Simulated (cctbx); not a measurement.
**What resolution and counting buy: Zr6Cr16Ru7**

Space group Fm-3m (no. 225), a = 11.9550 Å, b = 11.9550 Å, c = 11.9550 Å, α = 90.00°, β = 90.00°, γ = 90.00°.

| atom | mult. | x | y | z | Ueq (Å²) |
| --- | --- | --- | --- | --- | --- |
| Ru1 | 24 | 0 | 3/4 | 3/4 | 0.0043 |
| Ru2 | 4 | 0 | 0 | 0 | 0.0037 |
| Zr1 | 24 | 0.7100 | 0 | 0 | 0.0039 |
| Cr1 | 32 | 0.3405 | 0.8405 | 0.8405 | 0.0043 |
| Cr2 | 32 | 0.1197 | 0.6197 | 0.6197 | 0.0053 |

The model was made for the exercise: a known structure type with other elements put in, its volume estimated, not relaxed; displacement parameters are assumed.

Five simulated data sets (cctbx; Ag Kα, λ = 0.56087 Å; 2 % proportional error) differ in resolution or exposure (noise floor 4 counts in the first three, 8 in the last two). Each is refined with the right model, isotropic at 1.1 Å and anisotropic otherwise. How do the figures of merit and the uncertainties move?

| d min (Å) | top counts | ⟨I/σ⟩ (unmerged, absences included) | unique | param. (scale apart) | Rint | R1 | GooF | largest s.u. xyz (fractional) | s.u. U of Cr1 (Å²) | largest error (Å) |
| --- | --- | --- | --- | --- | --- | --- | --- | --- | --- | --- |
| 1.1 | 5000 | 2.5 | 55 | 8 | 0.049 | 0.0071 | 0.85 | 0.00007 | 0.0004 | 0.0010 |
| 0.84 | 5000 | 2.0 | 106 | 13 | 0.062 | 0.0097 | 0.93 | 0.00005 | 0.0002 | 0.0008 |
| 0.6 | 5000 | 1.5 | 258 | 13 | 0.080 | 0.0131 | 0.94 | 0.00003 | 0.0001 | 0.0010 |
| 0.75 | 300 | 0.2 | 143 | 13 | 0.593 | 0.0744 | 0.99 | 0.00051 | 0.0019 | 0.0058 |
| 0.75 | 3000 | 1.1 | 143 | 13 | 0.115 | 0.0171 | 0.98 | 0.00007 | 0.0003 | 0.0010 |

The number of reflections grows roughly as 1/d³: 55, 106 and 258 here. R1 follows the noise rather than the truth: at 300 counts it is 0.0744, at 3000 counts 0.0171, while GooF is 0.99 and 0.98: the weights 1/σ² carry the noise. The s.u. of U (U11 where anisotropic) for Cr1 goes 0.0004, 0.0002, 0.0001 Å² with resolution and 0.0019, 0.0003 Å² with exposure.

Hardware for the 0.6 Å refinement: 0.64 s on 1 thread of Arm Neoverse N1 (shared host), peak memory 0.1 GiB.
